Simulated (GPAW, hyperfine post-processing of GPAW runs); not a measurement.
# A contact shift by hand: 25Mg in MgMn2Tl2O6

A spin-polarised calculation (DFT, revPBE+U, plane-wave PAW, GPAW setups, collinear spin, scalar-relativistic; GPAW) with all Mn moments parallel (S = 1.5 each) puts a spin density ρ↑ − ρ↓ of 0.4504 e/Å³, counted along the moments, at one Mg nucleus (6 Mn through links of 94° (12)). Take g = 2, spin-only moments and Θ = 0 K (a pure Curie law); γ/2π of 25Mg is -2.6083 MHz/T.

**Task.** Find the contact field, the hyperfine constant and the contact shift at 340 K and 380 K, supposing that the crystal is a paramagnet with these local moments at both.

1. A spin density ρ_s carries a moment density μB ρ_s, and the contact field is B_c = (2μ₀/3) μB ρ_s. For 1 e/Å³ that is 7.769 T, so B_c = 3.499 T.

2. With H = A S·I summed over the ions, A = γB_c/(2πS) = -2.6083 × 3.499 / 1.5 = -6.08 MHz.

3. In a field B0 the paramagnet reaches only a fraction of saturation, M/M_sat = g μB (S + 1) B0 / [3 k_B (T − Θ)]. At 340 K this is 3.2927e-03 per tesla, or 0.774 % at 2.35 T.

4. The shift is that fraction of B_c over B0, so B0 drops out: δ = 3.499 × 3.2927e-03 × 10⁶ = 11500 ppm at 340 K.

5. At 380 K it scales by (340 − Θ)/(380 − Θ) = 0.895, to 10300 ppm.

6. The sign says that the spin at the nucleus is parallel to the Mn moments, as where half-filled orbitals delocalise onto the site. Over this level and the 5 others of the session's ladder with the same moment and an open gap (any hybrids aside), the field runs from 3.31 to 4.16 T. Spin flips in this cell gave a rough Θ of 167 K, not relied on, which would scale the first shift by 1.97. Orbital and pseudocontact parts are not included.

[Hosts, paths, dates, database ids (printed as entryN), source tags and the programs' standing remarks are cut or masked in the printed files.]
